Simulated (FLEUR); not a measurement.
# MnS (Browneite): one coupling from two orders, and a test

Can a spin model with one coupling foretell the energy of a further order of MnS (Browneite)?

Method: LDA (VWN) with U = 4.9 eV, J = 0.9 eV on Mn d; all-electron FLAPW, Dirac cores, scalar-relativistic bands, in FLEUR MaX-R8.1.

### 1. Set-up

Symmetry: F-43m, No. 216, cubic system. The conventional cell has a = 5.600 Å, b = 5.600 Å, c = 5.600 Å, α = 90.00°, β = 90.00°, γ = 90.00°. Nearest to Mn lie 4 S at 2.42 Å. Nearest to S lie 4 Mn at 2.42 Å. Farther neighbours and most contacts between anions are not listed.

Structure file:

```xyz
2
Lattice="0.0000 2.8000 2.8000 2.8000 0.0000 2.8000 2.8000 2.8000 0.0000" Properties=species:S:1:pos:R:3 pbc="T T T"
Mn    0.0000    0.0000    0.0000
S     1.4000    1.4000    1.4000
```

### 2. The parallel order

All energies count from this run. A Hubbard U acts on the open shell, since semilocal functionals spread its electrons too much.

inpgen writes inp.xml from crystal.txt; cutoffs, mixing, functional, smearing and local orbitals are then set in the file. The k list default-1 (kpts.xml, not shown) is a Γ-centred 6×6×6 mesh; where the ranks do not divide the number of points, some are split in two of half the weight.

File inp.xml:

```
<?xml version="1.0" encoding="UTF-8" standalone="no"?>
<fleurInput fleurInputVersion="0.39">
   <comment>
      MnS
   </comment>
   <calculationSetup>
      <cutoffs Kmax="4.26" Gmax="12.8" GmaxXC="12.8" numbands="0"/>
      <scfLoop itmax="130" minDistance="0.0001" maxIterBroyd="15" imix="Anderson" alpha="0.05" precondParam="0.0" spinf="2.0" sdNocoIR="T"/>
      <coreElectrons ctail="T" frcor="F" kcrel="0" coretail_lmax="0"/>
      <xcFunctional name="vwn" relativisticCorrections="F"/>
      <magnetism jspins="2"/>
      <soc l_soc="F" theta="0.0" phi="0.0" spav="F"/>
      <expertModes spex="0" secvar="F"/>
      <geometryOptimization l_f="F" forcealpha="1.0" forcemix="BFGS" epsdisp="0.00001" epsforce="0.00001"/>
      <ldaU l_linMix="F" mixParam="0.05" spinf="1.0"/>
   </calculationSetup>
   <cell>
      <bzIntegration valenceElectrons="21.0" mode="hist" fermiSmearingEnergy="0.00293995">
         <kPointListSelection listName="default-1"/>
         <xi:include xmlns:xi="http://www.w3.org/2001/XInclude" href="kpts.xml"> </xi:include>
      </bzIntegration>
      <xi:include xmlns:xi="http://www.w3.org/2001/XInclude" href="sym.xml"> </xi:include>
      <bulkLattice scale="1.0">
         <bravaisMatrix>
            <row-1>    0.0000000000000000     5.2912331488799991     5.2912331488799991</row-1>
            <row-2>    5.2912331488799991     0.0000000000000000     5.2912331488799991</row-2>
            <row-3>    5.2912331488799991     5.2912331488799991     0.0000000000000000</row-3>
         </bravaisMatrix>
      </bulkLattice>
   </cell>
   <atomSpecies>
      <species name="Manganese 4.500" element="Mn" atomicNumber="25">
         <mtSphere radius="2.7" gridPoints="893" logIncrement="0.014"/>
         <atomicCutoffs lmax="10" lnonsphr="8"/>
         <electronConfig flipSpins="F">
            <coreConfig>(1s1/2) (2s1/2) (2p1/2) (2p3/2)</coreConfig>
            <valenceConfig>(3s1/2) (3p1/2) (3p3/2) (4s1/2) (3d3/2) (3d5/2)</valenceConfig>
            <stateOccupation state="(3d3/2)" spinUp="1.75" spinDown="0.25"/>
            <stateOccupation state="(3d5/2)" spinUp="3.0" spinDown="0.0"/>
         </electronConfig>
         <energyParameters s="4" p="4" d="3" f="4"/>
         <ldaU l="2" U="4.9" J="0.9" l_amf="F"/>
         <lo type="SCLO" l="0" n="3" eDeriv="0"/>
         <lo type="SCLO" l="1" n="3" eDeriv="0"/>
      </species>
      <species name="Sulfur (S)" element="S" atomicNumber="16">
         <mtSphere radius="1.76" gridPoints="583" logIncrement="0.02"/>
         <atomicCutoffs lmax="6" lnonsphr="4"/>
         <electronConfig flipSpins="F">
            <coreConfig>(1s1/2) (2s1/2) (2p1/2) (2p3/2)</coreConfig>
            <valenceConfig>(3s1/2) (3p1/2) (3p3/2)</valenceConfig>
            <stateOccupation state="(3p1/2)" spinUp="0.666667" spinDown="0.666667"/>
            <stateOccupation state="(3p3/2)" spinUp="1.333333" spinDown="1.333333"/>
         </electronConfig>
         <energyParameters s="3" p="3" d="3" f="4"/>
      </species>
   </atomSpecies>
   <atomGroups>
      <atomGroup species="Manganese 4.500">
         <relPos label="                   1">.0000000000 .0000000000 .0000000000</relPos>
         <force calculate="T" relaxXYZ="TTT"/>
      </atomGroup>
      <atomGroup species="Sulfur (S)">
         <relPos label="                   2">1.000/4.000 1.000/4.000 1.000/4.000</relPos>
         <force calculate="T" relaxXYZ="TTT"/>
      </atomGroup>
   </atomGroups>
   <output dos="F" band="F" slice="F">
      <bandDOS minEnergy="-.5*Htr" maxEnergy="0.5*Htr" sigma="0.015" storeEVData="T"/>
      <plotting iplot="0" polar="F">
         <plot TwoD="T" vec1="  1.0  0.0  0.0" vec2="  0.0  1.0  0.0" vec3="  0.0  0.0  1.0" zero="  0.0  0.0  0.0" file="plot"/>
      </plotting>
      <moessbauerParams electricFieldGradient="F" isomerShift="F" coreHyperfine="F" valenceHyperfine="F"/>
   </output>
</fleurInput>
```

File crystal.txt:

```
MnS
&input film=F cartesian=F /
0.00000000000  2.80000000000  2.80000000000
2.80000000000  0.00000000000  2.80000000000
2.80000000000  2.80000000000  0.00000000000
1.8897261246
1.0 1.0 1.0

2
25 0.00000000000  0.00000000000  0.00000000000 : 4.500
16 0.25000000000  0.25000000000  0.25000000000

&kpt div1=6 div2=6 div3=6 gamma=T /
```

Launch:

```
> OMP_NUM_THREADS=1 inpgen -f crystal.txt > inpgen.log  # inp.xml is then edited as shown
> OMP_NUM_THREADS=1 mpirun -n 4 fleur_MPI > fleur.log
```

The log of the run:

```text
Welcome to FLEUR        (www.flapw.de)
      MaX-Release 8.1          (www.max-centre.eu)

 ========== k-point set info ==========
 Selected k-point list: default-1
 k-point list type: mesh
 6 x 6 x 6
 Number of k points: 16

 [... set-up left out ...]
 no density matrix found ... skipping LDA+U
 Reset of history
 Iteration:     1   Distance:       8.81120445 me/bohr^3
 Iteration:     2   Distance:       8.55381940 me/bohr^3
 Iteration:     3   Distance:       7.86962594 me/bohr^3
 Iteration:     4   Distance:       4.12529014 me/bohr^3
[...]
[... left out ...]
            <freeEnergy value="-1554.5341701206"/>
            <extrapolationTo0K value="-1554.5341692256"/>
         </totalEnergy>
         [... left out ...]
         <ldaUDensityMatrixConvergence>
            <distance spin="1" distance="0.000000"/>
            <distance spin="2" distance="0.000001"/>
         </ldaUDensityMatrixConvergence>
         <densityConvergence units="me/bohr^3">
            <chargeDensity spin="1" distance="0.0000128806"/>
            <chargeDensity spin="2" distance="0.0000182366"/>
            <overallChargeDensity distance="0.0000292962"/>
            <spinDensity distance="0.0000117771"/>
         </densityConvergence>
      </iteration>
```

Run time: 18 s. Hardware: 4 MPI ranks of Arm Neoverse V1, shared host; peak memory 0.23 GiB; 72 s of CPU time.

Spin moment in the muffin-tin sphere by atom:

```
atom  spin moment in the muffin-tin sphere (μB)
 Mn1                                       4.70
  S2                                       0.05
```

Numbers from this step:

| Quantity | Value |
| --- | --- |
| free energy | -42301.0297 eV |
| program's band gap on this mesh (in a metal only a level spacing) | 0.9157 eV |
| magnetization | 5.000 μB |
| final state | ferromagnetic |

After 16 cycles the largest moment stands at 4.70 μB.

### 3. The orders used for the fit

The other orders were run with the same settings, on meshes that hold the same points. Free energies are divided by the number of Mn atoms; q is in fractions of the reciprocal vectors of the first run's cell.

| order | atoms | mesh | free energy (eV) | eV per Mn | largest moment (μB) |
| --- | --- | --- | --- | --- | --- |
| F + | 2 | 6×6×6 | -42301.0297 | -42301.0297 | 4.70 |
| AF q=(0,1/2,1/2) +- | 4 | 6×3×6 | -84602.2661 | -42301.1331 | 4.58 |

### 4. Counting neighbours

With E = −Σ J e_i·e_j over ordered pairs of unit vectors, turning a neighbour from parallel to opposed costs 2J a Mn atom. So an order lies 2 Σ n J over the parallel one, n being the opposed neighbours in each shell.

```
shell  distance (Å)  neighbours  opposed in AF q=(0,1/2,1/2) +-  opposed in AF q=(0,0,1/2) +-
   J1          3.96          12                               8                             6
   J2          5.60           6                               0                             6
```

Only J1 is kept.

### 5. Solving

```
2 × 8 × J1 = -103.3 meV    (AF q=(0,1/2,1/2) +-)
J1 = -6.46 meV
```

### 6. The test

The couplings now give the orders that were left out:

```
2 × 6 × (-6.46) = -77.5 meV    (AF q=(0,0,1/2) +-)
```

The runs themselves:

| order | atoms | mesh | free energy (eV) | eV per Mn | largest moment (μB) | over the parallel order (meV) | foretold (meV) |
| --- | --- | --- | --- | --- | --- | --- | --- |
| AF q=(0,0,1/2) +- | 4 | 6×6×3 | -84602.2193 | -42301.1097 | 4.60 | -79.9 | -77.5 |

### 7. Summary of results

```
effective coupling of the reversed pairs, counted on J1 (Mn–Mn at 3.96 Å) : -6.46 meV
largest miss on the orders left out                                       : 2.4 meV
```

The model misses the order left out by 2.4 meV, 2.3 % of the largest distance from the parallel order, so it holds on this test. The largest moments of the orders differ by 2.7 % of the greatest. One difference fixes one number: it sums all reversed shells and need not be the coupling of the nearest one, even in sign.

[Logs and program files are shortened in this print: banners, set-up blocks, solver, clock and traceback lines can be left out without a mark of their own.]

[Logs are printed without paths, hosts, clocks, repeated set-up lines and the standing remarks that a program may print on its own settings, such as how far it seeks lower states.]

[Hosts, paths, dates, database ids (printed as entryN), source tags and the programs' standing remarks are cut or masked in the printed files.]

[Where a cell is said to come from a database of computed structures, the database is the Materials Project.]
